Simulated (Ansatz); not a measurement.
# BaReO3 (cubic perovskite) (Pm-3m): how robust is the cRPA U?

Wanted: the sensitivity and cost of U and J for BaReO3 (cubic perovskite) (Pm-3m).

Main program and level: Ansatz 0.2.0; constrained RPA on LDA, plane waves, PAW.

Report form: the programs' logs are mostly left out.

The structure was built from a prototype and need not be the compound's stable phase.

## 1. Starting point

Symmetry: Pm-3m, No. 221, cubic system. Conventional cell: a = 3.960 Å, b = 3.960 Å, c = 3.960 Å, α = 90.00°, β = 90.00°, γ = 90.00°. Nearest to Ba lie 12 O at 2.80 Å. Nearest to Re lie 6 O at 1.98 Å. Nearest to O lie 2 Re at 1.98 Å and 4 Ba at 2.80 Å. Farther neighbours and most contacts between anions are not listed.

The structure was relaxed with LDA. The structure type comes from a generator and need not be one that this composition takes. The structure was generated from a model, not taken from a measurement. The runs that relaxed it are not among those shown. The program's search for lower electronic states was switched off, so nothing shows that the state found is the lowest. Spin-orbit coupling is left out unless a step names it. The default PAW set here is soft_2. Its files were made with PBE.

## 2. Base: Re t2g, bands v2 to c1, 4×4×4 mesh, medium accuracy

Constrained RPA screens the interaction with every transition except those inside the target bands, which a later many-body model would treat itself.

Input file input.yaml:

```yaml
crystal:
  lattice:
    - [0.0, -3.96025645, 0.0]
    - [0.0, 0.0, 3.96025645]
    - [-3.96025645, 0.0, 0.0]
  atoms:
    - { symbol: Ba, position: [0.0, 0.0, 0.0] }
    - { symbol: Re, position: [0.5, 0.5, 0.5] }
    - { symbol: O, position: [0.5, 0.5, 0.0] }
    - { symbol: O, position: [0.5, 0.0, 0.5] }
    - { symbol: O, position: [0.0, 0.5, 0.5] }
kpoints:
  mp_grid: { grid: [6, 6, 6] }
hamiltonian:
  xc: lda
scf:
  occupations: { method: gaussian, width: 0.08 }
  n_extra_bands: 19
  max_iter: 150
  lower_state_search: "off"
output:
  crpa:
    kmesh: [4, 4, 4]
    target_bands: [v2, c1]
    projections: [{ species: Re, l: d, shell: 5, orbitals: [dxz, dyz, dxy] }]
  local_orbitals:
    kmesh: [8, 8, 8]
    orbitals: [{ species: Re, l: d, shell: 5, orbitals: [dxz, dyz, dxy] }]
    window: { bands: [v2, c1] }
    seedname: lo
```

Command:

```bash
$ ansatz run input.yaml --threads 4 --pin off --max-ram 9216MiB --backend cpu --events-out ev --progress --plain --runs-dir out
```

Elapsed: 26 s, on 4 threads of Arm Neoverse V2, shared host; peak memory 0.59 GiB; 94 s of CPU time.

Numbers from this step:

* U: 2.734 eV
* U prime (inter-orbital): 2.166 eV
* J: 0.2626 eV
* bare V: 10.87 eV
* bare J: 0.3714 eV
* stated bound on U: 0.004302 eV
* U over bare V: 0.2515
* electrons in the window: 3.000
* head of the constrained inverse dielectric matrix: 0.1802
* least eigenvalue of the projection's overlap: 0.6088
* target functions: 3
* bands in the sums: 46
* r.m.s. miss of the model bands: 0.002411 eV
* width of the target bands: 4.281 eV
* weight of the projected orbitals in the window: 0.7029

On the Re t2g shell, screening brings the on-site interaction from 10.9 eV down to U = 2.73 eV.

## 3. Changed: 6×6×6 mesh

input.yaml, the sections that differ from step 2:

```yaml
output:
  crpa:
    kmesh: [6, 6, 6]
    target_bands: [v2, c1]
    projections: [{ species: Re, l: d, shell: 5, orbitals: [dxz, dyz, dxy] }]
# crystal, kpoints, hamiltonian, scf: as in step 2
```

Run time: 2.2 min. Hardware: 4 threads; peak memory 0.78 GiB.

This step gave:

```
U                                                 : 2.735 eV
U prime (inter-orbital)                           : 2.170 eV
J                                                 : 0.2606 eV
bare V                                            : 10.78 eV
bare J                                            : 0.3684 eV
stated bound on U                                 : 0.004439 eV
U over bare V                                     : 0.2536
electrons in the window                           : 3.000
head of the constrained inverse dielectric matrix : 0.1897
least eigenvalue of the projection's overlap      : 0.6055
target functions                                  : 3
bands in the sums                                 : 46
width of the target bands                         : 4.281 eV
weight of the projected orbitals in the window    : 0.7029
```

On the Re t2g shell, screening brings the on-site interaction from 10.8 eV down to U = 2.73 eV.

## 4. Changed: 2×2×2 mesh

Edit input.yaml of step 3 so:

```diff
@@ -22,3 +22,3 @@
   crpa:
-    kmesh: [6, 6, 6]
+    kmesh: [2, 2, 2]
     target_bands: [v2, c1]
```

Elapsed: 4.9 s, on 4 threads; peak memory 0.52 GiB.

Numbers from this step:

```yaml
u: 3.041 eV
u_prime_inter_orbital: 2.406 eV
j: 0.2935 eV
bare_v: 11.81 eV
bare_j: 0.4131 eV
stated_bound_on_u: 0.004317 eV
u_over_bare_v: 0.2576
electrons_in_the_window: 3.000
head_of_the_constrained_inverse_dielectric_matrix: 0.1547
least_eigenvalue_of_the_projection_s_overlap: 0.6088
target_functions: 3
bands_in_the_sums: 46
width_of_the_target_bands: 4.281 eV
weight_of_the_projected_orbitals_in_the_window: 0.7029
```

On the Re t2g shell, screening brings the on-site interaction from 11.8 eV down to U = 3.04 eV.

## 5. Changed: accuracy low

Edit input.yaml of step 4 so:

```diff
@@ -22,4 +22,5 @@
   crpa:
-    kmesh: [2, 2, 2]
+    kmesh: [4, 4, 4]
     target_bands: [v2, c1]
     projections: [{ species: Re, l: d, shell: 5, orbitals: [dxz, dyz, dxy] }]
+    accuracy: low
```

The job ended after 12 s (4 threads; peak memory 0.52 GiB; 44 s of CPU time).

This step gave:

```
U                                                 : 2.706 eV
U prime (inter-orbital)                           : 2.143 eV
J                                                 : 0.2605 eV
bare V                                            : 10.87 eV
bare J                                            : 0.3714 eV
stated bound on U                                 : 0.08530 eV
U over bare V                                     : 0.2489
electrons in the window                           : 3.000
head of the constrained inverse dielectric matrix : 0.1801
least eigenvalue of the projection's overlap      : 0.6088
target functions                                  : 3
bands in the sums                                 : 46
width of the target bands                         : 4.281 eV
weight of the projected orbitals in the window    : 0.7029
```

On the Re t2g shell, screening brings the on-site interaction from 10.9 eV down to U = 2.71 eV.

## 6. Changed: sums over states on smooth products

Edit input.yaml of step 5 so:

```diff
@@ -25,2 +25,5 @@
     projections: [{ species: Re, l: d, shell: 5, orbitals: [dxz, dyz, dxy] }]
-    accuracy: low
+    accuracy: sum_over_states
+    pair_densities: pseudo
+    n_empty_bands: 44
+    ecut_chi: 136
```

Elapsed: 4.1 s, on 4 threads; peak memory 0.42 GiB; 14 s of CPU time.

This variant gives U = 2.85 eV against 2.73 eV. It is a finite sum over empty states with no bound on its error and stays out of the table below.

## 7. Changed: more bands than orbitals

Edit input.yaml of step 6 so:

```diff
@@ -23,7 +23,3 @@
     kmesh: [4, 4, 4]
-    target_bands: [v2, c1]
+    target_bands: [v2, c2]
     projections: [{ species: Re, l: d, shell: 5, orbitals: [dxz, dyz, dxy] }]
-    accuracy: sum_over_states
-    pair_densities: pseudo
-    n_empty_bands: 44
-    ecut_chi: 136
```

Elapsed: 0.12 s, on 4 threads; peak memory 0.097 GiB.

The program refused the input before any cycle.

The program's message: “Error: invalid value for `output.crpa.projections`: 3 orbital(s) selected but the target window spans 4 band(s); name one orbital per band of it”

The fault put into this input: more bands than orbitals.

## 8. Changed: potentials

This step: constrained RPA on LDA, plane waves, norm-conserving pseudopotentials.

Edit input.yaml of step 7 so:

```diff
@@ -15,2 +15,3 @@
   xc: lda
+  pseudopotentials: { kind: nc }
 scf:
@@ -23,3 +24,3 @@
     kmesh: [4, 4, 4]
-    target_bands: [v2, c2]
+    target_bands: [v2, c1]
     projections: [{ species: Re, l: d, shell: 5, orbitals: [dxz, dyz, dxy] }]
```

Elapsed: 94 s, on 4 threads; peak memory 1.1 GiB.

This step gave:

```
U                                                 : 2.746 eV
U prime (inter-orbital)                           : 2.177 eV
J                                                 : 0.2626 eV
bare V                                            : 10.89 eV
bare J                                            : 0.3725 eV
stated bound on U                                 : 0.005866 eV
U over bare V                                     : 0.2522
electrons in the window                           : 3.000
head of the constrained inverse dielectric matrix : 0.1814
least eigenvalue of the projection's overlap      : 0.6118
target functions                                  : 3
bands in the sums                                 : 46
width of the target bands                         : 4.276 eV
weight of the projected orbitals in the window    : 0.7051
```

On the Re t2g shell, screening brings the on-site interaction from 10.9 eV down to U = 2.75 eV.

## 9. Changed: volume +3 %

This step: constrained RPA on LDA, plane waves, PAW.

The cell differs from the one that the last finished run ended in (a 3.960 → 3.999 Å, b 3.960 → 3.999 Å, c 3.960 → 3.999 Å).

Edit input.yaml of step 8 so:

```diff
@@ -2,5 +2,5 @@
   lattice:
-    - [0.0, -3.96025645, 0.0]
-    - [0.0, 0.0, 3.96025645]
-    - [-3.96025645, 0.0, 0.0]
+    - [0.0, -3.9994694601, 0.0]
+    - [0.0, 0.0, 3.9994694601]
+    - [-3.9994694601, 0.0, 0.0]
   atoms:
@@ -15,3 +15,2 @@
   xc: lda
-  pseudopotentials: { kind: nc }
 scf:
@@ -26 +25,6 @@
     projections: [{ species: Re, l: d, shell: 5, orbitals: [dxz, dyz, dxy] }]
+  local_orbitals:
+    kmesh: [8, 8, 8]
+    orbitals: [{ species: Re, l: d, shell: 5, orbitals: [dxz, dyz, dxy] }]
+    window: { bands: [v2, c1] }
+    seedname: lo
```

The job ended after 25 s (4 threads; peak memory 0.59 GiB).

Numbers from this step:

```
U                                                 : 2.726 eV
U prime (inter-orbital)                           : 2.153 eV
J                                                 : 0.2631 eV
bare V                                            : 10.89 eV
bare J                                            : 0.3729 eV
stated bound on U                                 : 0.004192 eV
U over bare V                                     : 0.2503
electrons in the window                           : 3.000
head of the constrained inverse dielectric matrix : 0.1789
least eigenvalue of the projection's overlap      : 0.6113
target functions                                  : 3
bands in the sums                                 : 46
r.m.s. miss of the model bands                    : 0.002295 eV
width of the target bands                         : 4.085 eV
weight of the projected orbitals in the window    : 0.7055
```

On the Re t2g shell, screening brings the on-site interaction from 10.9 eV down to U = 2.73 eV.

## 10. Side by side

Times are wall times on 4 threads of Arm Neoverse V2, shared host, good to a factor of about two.

| run | bare V (eV) | U (eV) | J (eV) | bound on U (eV) | width (eV) | time |
| --- | --- | --- | --- | --- | --- | --- |
| target window | 10.87 | 2.734 | 0.263 | 0.0043 | 4.28 | 26 s |
| 6×6×6 mesh | 10.78 | 2.735 | 0.261 | 0.0044 | 4.28 | 2.2 min |
| 2×2×2 mesh | 11.81 | 3.041 | 0.294 | 0.0043 | 4.28 | 4.9 s |
| accuracy low | 10.87 | 2.706 | 0.260 | 0.0853 | 4.28 | 12 s |
| potentials | 10.89 | 2.746 | 0.263 | 0.0059 | 4.28 | 94 s |
| volume +3 % | 10.89 | 2.726 | 0.263 | 0.0042 | 4.09 | 25 s |

## 11. What came out

* target window: U 2.73 eV, J 0.26 eV
* 6×6×6 mesh: U 2.73 eV, J 0.26 eV
* 2×2×2 mesh: U 3.04 eV, J 0.29 eV
* accuracy low: U 2.71 eV, J 0.26 eV
* potentials: U 2.75 eV, J 0.26 eV
* volume +3 %: U 2.73 eV, J 0.26 eV

In words: 6×6×6 mesh moves U by +0.0003 eV (within the solver's bounds, for the mean over orbitals) at 5.0 times the time. 2×2×2 mesh moves U by +0.31 eV at 0.19 times the time. Accuracy low moves U by −0.03 eV (within the solver's bounds, for the mean over orbitals) at 0.47 times the time. Potentials moves U by +0.01 eV at 3.6 times the time. Volume +3 % moves U by −0.01 eV. The printed bound covers the solver alone, not the mesh. The parent state is non-magnetic and the interaction static (zero frequency); U depends on the window and the orbitals, so it belongs to this model alone. Spin-orbit coupling, which is strong for atoms this heavy, is left out.

[Paths, hosts, dates, memory and timing lines, banners, echoed tables and standing remarks are left out of the program output.]

[Logs are printed without paths, hosts, clocks, repeated set-up lines and the standing remarks that a program may print on its own settings, such as how far it seeks lower states.]

[Runs of the session that timed out or met a known fault of the program may be left out.]

[Hosts, paths, dates, database ids (printed as entryN), source tags and the programs' standing remarks are cut or masked in the printed files.]
